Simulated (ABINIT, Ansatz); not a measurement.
## Al3GaN4 (P-43m): one start, several treatments of the self-energy

How much does the gap of Al3GaN4 (P-43m) depend on the approximation to the self-energy?

Method: PBEsol and many-body steps on it, plane waves, in ABINIT 10.8.3.

## 1. The structure

The structure is cubic, space group P-43m (No. 215). Conventional cell: a = 4.401 Å, b = 4.401 Å, c = 4.401 Å, α = 90.00°, β = 90.00°, γ = 90.00°. Nearest to Al lie 4 N at 1.89 Å. Nearest to Ga lie 4 N at 1.95 Å. N has 3 Al at 1.89 Å and 1 Ga at 1.95 Å nearest. Farther neighbours and most contacts between anions are not listed.

The cell and positions are those that the Materials Project relaxed with its own functionals (PBE, PBE+U or r2SCAN), kept fixed.

## 2. Empty states on the mesh, 2×2×2 mesh, 179 bands

This step: ABINIT 10.8.3; DFT, PBEsol, plane waves, norm-conserving pseudopotentials.

The sums over transitions need many empty states on a uniform mesh; this step solves for them.

run.abi

```
acell 3*1.0 Angstrom
rprim 
  4.401438530000 0.000000000000 0.000000000000
  0.000000000000 4.401438530000 0.000000000000
  0.000000000000 0.000000000000 4.401438530000
ntypat 3
znucl 13 31 7
natom 8
typat 1 1 1 2 3 3 3 3
xred 
  0.500000000000 0.500000000000 0.000000000000
  0.500000000000 0.000000000000 0.500000000000
  0.000000000000 0.500000000000 0.500000000000
  0.000000000000 0.000000000000 0.000000000000
  0.744163430000 0.744163430000 0.255836570000
  0.744163430000 0.255836570000 0.744163430000
  0.255836570000 0.744163430000 0.744163430000
  0.255836570000 0.255836570000 0.255836570000
pp_dirpath "pseudos"
pseudos "Al.upf, Ga.upf, N.upf"
ecut 45
ngkpt 2 2 2
nshiftk 1
shiftk 0 0 0
kptopt 1
chksymbreak 0
iscf -2
irdden 1
istwfk *1
nband 179
nbdbuf 16
tolwfr 1e-09
nstep 60
prtvol 0
indata_prefix "in"
outdata_prefix "out"
tmpdata_prefix "tmp"
```

Run with:

```console
$ OMP_NUM_THREADS=1 mpirun -n 4 abinit run.abi > log
```

Numbers of over 12 decimals in the logs are rounded to 6 here.

Output:

```text
.Version 10.8.3 of ABINIT. v10.8.2 released Aug 2026.

 Symmetries : space group P-4 3 m (#215); Bravais cP (primitive cubic)
[... echo of the input left out ...]
== DATASET  1 ==================================================================
-   mpi_nproc: 4, omp_nthreads: 1 (-1 if OMP is not activated)

--- !DatasetInfo
iteration_state: {dtset: 1, }
dimensions: {natom: 8, nkpt: 4, mband: 179, nsppol: 1, nspinor: 1, nspden: 1, mpw: 8340, }
cutoff_energies: {ecut:  45.0, pawecutdg:  -1.0, }
[...]
2.69637    2.69637    2.76858    2.78733    2.78733    2.81665    2.81665    2.85854
   2.85854    2.85854    2.89995    2.89995    2.89995    2.93045    2.93046    2.93051
   2.96910    2.98005    2.98206
 prteigrs : prtvol=0 or 1, do not print more k-points.

== END DATASET(S) ==============================================================
================================================================================

 -outvars: echo values of variables after computation  --------
            nband         179
             nkpt           4
          spgroup         215
 [... the other variables as echoed above ...]

 Calculation completed.
```

Wall time 54 s (4 MPI ranks of Arm Neoverse V2, shared host); peak memory 0.46 GiB.

This step gave:

```
gap                                                           : 3.332 eV
k of the valence top                                          : 0, 0, 0
k of the conduction bottom                                    : 0, 0, 0
least direct gap                                              : 3.332 eV
k points computed                                             : 4
lowest point of the top converged band, above the valence top : 69.2375 eV
```

On this mesh the gap is 3.332 eV.

The density comes from a self-consistent run that is not shown.

## 3. Screening, 2×2×2 mesh, 81 bands, screening to 114.3 eV

The RPA dielectric matrix is built and inverted for each q.

This step: RPA screening on PBEsol, plane waves, norm-conserving pseudopotentials.

run.abi, as its differences from that of step 2:

```diff
@@ -26,10 +26,11 @@
 chksymbreak 0
-iscf -2
-irdden 1
 istwfk *1
-nband 179
-nbdbuf 16
-tolwfr 1e-09
-nstep 60
-prtvol 0
+occopt 1
+irdwfk 1
+optdriver 3
+nband 81
+ecuteps 4.2
+inclvkb 2
+awtr 1
+symchi 1
 indata_prefix "in"
```

Output:

```text
.Version 10.8.3 of ABINIT. v10.8.2 released Aug 2026.

 Symmetries : space group P-4 3 m (#215); Bravais cP (primitive cubic)
[... echo of the input left out ...]
== DATASET  1 ==================================================================
-   mpi_nproc: 4, omp_nthreads: 1 (-1 if OMP is not activated)

--- !DatasetInfo
iteration_state: {dtset: 1, }
dimensions: {natom: 8, nkpt: 4, mband: 81, nsppol: 1, nspinor: 1, nspden: 1, mpw: 8340, }
cutoff_energies: {ecut:  45.0, pawecutdg:  -1.0, }
electrons: {nelect:   5.00000000E+01, charge:   0.00000000E+00, occopt:   1.00000000E+00, tsmear:   1.00000000E-02, }

 SCREENING: Calculation of the susceptibility and dielectric matrices

 Based on a program developped by R.W. Godby, V. Olevano, G. Onida, and L. Reining.
 Incorporated in ABINIT by V. Olevano, G.-M. Rignanese, and M. Torrent.
.Using double precision arithmetic ; gwpc =  8

[... cell and pseudopotentials left out ...]
--------------------------------------------------------------------------------

 ==== K-mesh for the wavefunctions ====
 Number of points in the irreducible wedge :     4
[... list of points left out ...]
 Together with 24 symmetry operations and time-reversal symmetry
 yields     8 points in the full Brillouin Zone.

 ==== Q-mesh for the screening function ====
 Number of points in the irreducible wedge :     4
[... list of points left out ...]
 Together with 24 symmetry operations and time-reversal symmetry
 yields     8 points in the full Brillouin Zone.

 setmesh: FFT mesh size selected  =    36x   36x   36
          total number of points  =        46656

 vcoul_init : cutoff-mode = AUXILIARY_FUNCTION
 q-points for optical limit:   1
     1)      0.000010    0.000020    0.000030

- screening: taking advantage of time-reversal symmetry
- Maximum band index for partially occupied states nbvw = 25
- Remaining bands to be divided among processors   nbcw = 56
- Number of bands treated by each node ~14

 Number of electrons calculated from density =   50.0000; Expected =   50.0000
 average of density, n =  0.086894
 r_s =    1.4006
 omega_plasma =   28.4348 [eV]

 calculating chi0 at frequencies [eV] :
  1    0.000000E+00    0.000000E+00
  2    0.000000E+00    2.843481E+01

--------------------------------------------------------------------------------
  q-point number  1        q = ( 0.000000, 0.000000, 0.000000) [r.l.u.]
--------------------------------------------------------------------------------
[... chi0 elements left out ...]
 For q-point:  0.000010 0.000020 0.000030
  dielectric constant =   5.7305
  dielectric constant without local fields =   6.2102

  Average fulfillment of the sum rule on Im[epsilon] for q-point    1 :     35.54  [%]
[... wings left out ...]
  q-point number  2        q = ( 0.500000, 0.000000, 0.000000) [r.l.u.]
--------------------------------------------------------------------------------
[... chi0 elements left out ...]
  Average fulfillment of the sum rule on Im[epsilon] for q-point    2 :     42.59  [%]

 [... 2 further q-points ...]
```

It took 16 s on 4 MPI ranks; peak memory 1.1 GiB.

Numbers from this step:

- ε∞ with local fields, on this mesh, along the program's q direction: 5.731
- the same without local fields: 6.210
- plasma frequency: 28.43 eV
- plane waves in the screening matrix: 251

Local fields lower ε∞ by 8 %. On a Γ-centred mesh this coarse the value itself is usually too large, while a short band sum pulls it down.

## 4. G0W0, Godby-Needs plasmon pole

The self-energy is evaluated for the states that the input lists, and the levels follow from it, in one-shot runs by the linearised quasiparticle equation.

This step: G0W0 on PBEsol, plane waves, norm-conserving pseudopotentials.

run.abi, as its differences from that of step 3:

```diff
@@ -29,8 +29,15 @@
 irdwfk 1
-optdriver 3
+optdriver 4
 nband 81
+gwcalctyp 0
+ecutsigx 45
+symsigma 1
+nkptgw 1
+kptgw 
+  0.0000000000 0.0000000000 0.0000000000
+bdgw 
+  23 28
 ecuteps 4.2
-inclvkb 2
-awtr 1
-symchi 1
+irdscr 1
+ppmodel 1
 indata_prefix "in"
```

Output:

```text
.Version 10.8.3 of ABINIT. v10.8.2 released Aug 2026.

 Symmetries : space group P-4 3 m (#215); Bravais cP (primitive cubic)
[... echo of the input left out ...]
== DATASET  1 ==================================================================
-   mpi_nproc: 4, omp_nthreads: 1 (-1 if OMP is not activated)

--- !DatasetInfo
iteration_state: {dtset: 1, }
dimensions: {natom: 8, nkpt: 4, mband: 81, nsppol: 1, nspinor: 1, nspden: 1, mpw: 8340, }
cutoff_energies: {ecut:  45.0, pawecutdg:  -1.0, }
electrons: {nelect:   5.00000000E+01, charge:   0.00000000E+00, occopt:   1.00000000E+00, tsmear:   1.00000000E-02, }

 SIGMA: Calculation of the GW corrections

 Based on a program developped by R.W. Godby, V. Olevano, G. Onida, and L. Reining.
 Incorporated in ABINIT by V. Olevano, G.-M. Rignanese, and M. Torrent.
.Using double precision arithmetic ; gwpc =  8

[... cell and pseudopotentials left out ...]
--------------------------------------------------------------------------------

 ==== K-mesh for the wavefunctions ====
 Number of points in the irreducible wedge :     4
[... list of points left out ...]
 Together with 24 symmetry operations and time-reversal symmetry
 yields     8 points in the full Brillouin Zone.

 ==== Q-mesh for screening function ====
 Number of points in the irreducible wedge :     4
[... list of points left out ...]
 Together with 24 symmetry operations and time-reversal symmetry
 yields     8 points in the full Brillouin Zone.

 vcoul_init : cutoff-mode = AUXILIARY_FUNCTION
 q-points for optical limit:   1
     1)      0.000010    0.000020    0.000030
 setmesh: FFT mesh size selected  =    54x   54x   54
          total number of points  =       157464

 Number of electrons calculated from density =   50.0000; Expected =   50.0000
 average of density, n =  0.086894
 r_s =    1.4006
 omega_plasma =   28.4348 [eV]

 === KS Band Gaps ===
  >>>> For spin  1
   Minimum direct gap =   3.3322 [eV], located at k-point      :   0.0000  0.0000  0.0000
   Fundamental gap    =   3.3322 [eV], Top of valence bands at :   0.0000  0.0000  0.0000
                                       Bottom of conduction at :   0.0000  0.0000  0.0000
 SIGMA fundamental parameters:
 PLASMON POLE MODEL  1
 number of plane-waves for SigmaX                 8289
 number of plane-waves for SigmaC and W            251
 number of plane-waves for wavefunctions          8289
 number of bands                                    81
 number of independent spin polarizations            1
 number of spinorial components                      1
 number of k-points in IBZ                           4
 number of q-points in IBZ                           4
 number of symmetry operations                      24
 number of k-points in BZ                            8
 number of q-points in BZ                            8
 number of frequencies for dSigma/dE                 9
 frequency step for dSigma/dE [eV]                0.25
 number of omega for Sigma on real axis              0
 max omega for Sigma on real axis  [eV]           0.00
 zcut for avoiding poles [eV]                     0.10

 EPSILON^-1 parameters (SCR file):
 dimension of the eps^-1 matrix on file            251
 dimension of the eps^-1 matrix used               251
 number of plane-waves for wavefunctions          8289
 number of bands                                    81
 number of q-points in IBZ                           4
 number of frequencies                               2
 number of real frequencies                          1
 number of imag frequencies                          1

 matrix elements of self-energy operator (all in [eV])

 Perturbative Calculation

--- !SelfEnergy_ee
iteration_state: {dtset: 1, }
kpoint     : [   0.000,    0.000,    0.000, ]
spin       : 1
KS_gap     :    3.332
QP_gap     :    4.273
Delta_QP_KS:    0.940
data: !SigmaeeData |
     Band     E0 <VxcDFT>   SigX SigC(E0)      Z dSigC/dE  Sig(E)    E-E0       E
       23   5.951 -17.109 -20.836   3.761   0.794  -0.259 -17.082   0.027   5.977
       24   5.951 -17.109 -20.836   3.761   0.794  -0.259 -17.082   0.027   5.977
       25   5.951 -17.109 -20.836   3.761   0.794  -0.259 -17.082   0.027   5.977
       26   9.283 -10.415  -5.888  -3.370   0.836  -0.196  -9.448   0.967  10.250
       27   9.283 -10.415  -5.888  -3.370   0.836  -0.196  -9.448   0.967  10.250
       28   9.283 -10.415  -5.888  -3.370   0.836  -0.196  -9.448   0.967  10.250

== END DATASET(S) ==============================================================
================================================================================

 -outvars: echo values of variables after computation  --------
           etotal      0.0000000000E+00
            nband          81
             nkpt           4
          spgroup         215
 [... the other variables as echoed above ...]

 Calculation completed.
```

The job ended after 4.8 s (4 MPI ranks; peak memory 0.9 GiB).

This step gave:

* G0W0 gap on the points computed: 4.273 eV
* starting gap on the mesh: 3.332 eV
* k of the valence top: 0, 0, 0
* k of the conduction bottom: 0, 0, 0
* Z at the valence top: 0.794
* Z at the conduction bottom: 0.836
* least direct G0W0 gap on the computed points: 4.273 eV

The gap on the mesh goes from 3.33 eV to 4.27 eV, a correction of +0.94 eV.

## 5. G0W0, von der Linden-Horsch plasmon pole

run.abi, as its differences from that of step 4:

```diff
@@ -41,3 +41,3 @@
 irdscr 1
-ppmodel 1
+ppmodel 3
 indata_prefix "in"
```

Output:

```text
.Version 10.8.3 of ABINIT. v10.8.2 released Aug 2026.

 Symmetries : space group P-4 3 m (#215); Bravais cP (primitive cubic)
[... echo of the input left out ...]
== DATASET  1 ==================================================================
-   mpi_nproc: 4, omp_nthreads: 1 (-1 if OMP is not activated)

--- !DatasetInfo
iteration_state: {dtset: 1, }
dimensions: {natom: 8, nkpt: 4, mband: 81, nsppol: 1, nspinor: 1, nspden: 1, mpw: 8340, }
cutoff_energies: {ecut:  45.0, pawecutdg:  -1.0, }
electrons: {nelect:   5.00000000E+01, charge:   0.00000000E+00, occopt:   1.00000000E+00, tsmear:   1.00000000E-02, }

 SIGMA: Calculation of the GW corrections

 Based on a program developped by R.W. Godby, V. Olevano, G. Onida, and L. Reining.
 Incorporated in ABINIT by V. Olevano, G.-M. Rignanese, and M. Torrent.
.Using double precision arithmetic ; gwpc =  8

[... cell and pseudopotentials left out ...]
--------------------------------------------------------------------------------

 ==== K-mesh for the wavefunctions ====
 Number of points in the irreducible wedge :     4
[... list of points left out ...]
 Together with 24 symmetry operations and time-reversal symmetry
 yields     8 points in the full Brillouin Zone.

 ==== Q-mesh for screening function ====
 Number of points in the irreducible wedge :     4
[... list of points left out ...]
 Together with 24 symmetry operations and time-reversal symmetry
 yields     8 points in the full Brillouin Zone.

 vcoul_init : cutoff-mode = AUXILIARY_FUNCTION
 q-points for optical limit:   1
     1)      0.000010    0.000020    0.000030
 setmesh: FFT mesh size selected  =    54x   54x   54
          total number of points  =       157464

 Number of electrons calculated from density =   50.0000; Expected =   50.0000
[...]
number of k-points in BZ                            8
 number of q-points in BZ                            8
 number of frequencies for dSigma/dE                 9
 frequency step for dSigma/dE [eV]                0.25
 number of omega for Sigma on real axis              0
 max omega for Sigma on real axis  [eV]           0.00
 zcut for avoiding poles [eV]                     0.10

 EPSILON^-1 parameters (SCR file):
 dimension of the eps^-1 matrix on file            251
 dimension of the eps^-1 matrix used               251
 number of plane-waves for wavefunctions          8289
 number of bands                                    81
 number of q-points in IBZ                           4
 number of frequencies                               2
 number of real frequencies                          1
 number of imag frequencies                          1

 matrix elements of self-energy operator (all in [eV])

 Perturbative Calculation

--- !SelfEnergy_ee
iteration_state: {dtset: 1, }
kpoint     : [   0.000,    0.000,    0.000, ]
spin       : 1
KS_gap     :    3.332
QP_gap     :    4.181
Delta_QP_KS:    0.849
data: !SigmaeeData |
     Band     E0 <VxcDFT>   SigX SigC(E0)      Z dSigC/dE  Sig(E)    E-E0       E
       23   5.951 -17.109 -20.836   3.656   0.850  -0.176 -17.170  -0.061   5.889
       24   5.951 -17.109 -20.836   3.656   0.850  -0.176 -17.170  -0.061   5.889
       25   5.951 -17.109 -20.836   3.656   0.850  -0.176 -17.170  -0.061   5.889
       26   9.283 -10.415  -5.888  -3.638   0.885  -0.130  -9.628   0.787  10.070
       27   9.283 -10.415  -5.888  -3.638   0.885  -0.130  -9.628   0.787  10.070
       28   9.283 -10.415  -5.888  -3.638   0.885  -0.130  -9.628   0.787  10.070

== END DATASET(S) ==============================================================
================================================================================

 -outvars: echo values of variables after computation  --------
           etotal      0.0000000000E+00
            nband          81
             nkpt           4
          spgroup         215
 [... the other variables as echoed above ...]

 Calculation completed.
```

The job ended after 4.2 s (4 MPI ranks; peak memory 0.77 GiB).

This step gave:

```
G0W0 gap on the points computed              : 4.181 eV
starting gap on the mesh                     : 3.332 eV
k of the valence top                         : 0, 0, 0
k of the conduction bottom                   : 0, 0, 0
Z at the valence top                         : 0.85
Z at the conduction bottom                   : 0.885
least direct G0W0 gap on the computed points : 4.181 eV
```

Against G0W0 in ABINIT (2×2×2 mesh, 81 bands, screening to 114.3 eV, Godby-Needs plasmon pole), the gap moves by −0.092 eV.

## 6. G0W0, Engel-Farid plasmon pole

run.abi, as its differences from that of step 5:

```diff
@@ -41,3 +41,3 @@
 irdscr 1
-ppmodel 3
+ppmodel 4
 indata_prefix "in"
```

Output:

```text
.Version 10.8.3 of ABINIT. v10.8.2 released Aug 2026.

 Symmetries : space group P-4 3 m (#215); Bravais cP (primitive cubic)
[... echo of the input left out ...]
== DATASET  1 ==================================================================
-   mpi_nproc: 4, omp_nthreads: 1 (-1 if OMP is not activated)

--- !DatasetInfo
iteration_state: {dtset: 1, }
dimensions: {natom: 8, nkpt: 4, mband: 81, nsppol: 1, nspinor: 1, nspden: 1, mpw: 8340, }
cutoff_energies: {ecut:  45.0, pawecutdg:  -1.0, }
[...]
26   9.283 -10.415  -5.888  -3.470   0.850  -0.177  -9.517   0.899  10.182
       27   9.283 -10.415  -5.888  -3.470   0.850  -0.177  -9.517   0.899  10.182
       28   9.283 -10.415  -5.888  -3.470   0.850  -0.177  -9.517   0.899  10.182

== END DATASET(S) ==============================================================
================================================================================

 -outvars: echo values of variables after computation  --------
           etotal      0.0000000000E+00
            nband          81
             nkpt           4
          spgroup         215
 [... the other variables as echoed above ...]

 Calculation completed.
```

Elapsed: 4.2 s, on 4 MPI ranks; peak memory 0.77 GiB.

This step gave:

```
G0W0 gap on the points computed              : 4.241 eV
starting gap on the mesh                     : 3.332 eV
k of the valence top                         : 0, 0, 0
k of the conduction bottom                   : 0, 0, 0
least direct G0W0 gap on the computed points : 4.241 eV
```

Against G0W0 in ABINIT (2×2×2 mesh, 81 bands, screening to 114.3 eV, Godby-Needs plasmon pole), the gap moves by −0.032 eV.

[end of part 1 of 2]

[Paths, hosts, dates, memory and timing lines, banners, echoed tables and standing remarks are left out of the program output.]

[Logs are printed without paths, hosts, clocks, repeated set-up lines and the standing remarks that a program may print on its own settings, such as how far it seeks lower states.]

[Runs of the session that timed out or met a known fault of the program may be left out.]

[No measured gap is set beside runs whose start may be inverted or whose files or cutoffs have a known fault.]

[Hosts, paths, dates, database ids (printed as entryN), source tags and the programs' standing remarks are cut or masked in the printed files.]

[G0W0 gaps are taken among the corrected bands and points alone; a level outside them can change the order at an edge.]

[Where Ansatz stands beside ABINIT at settings called matched, ABINIT's density can come from a denser mesh and the files from another edition; pairs whose starting gaps differed by over 0.03 eV were left out, so agreement reads better than it is.]
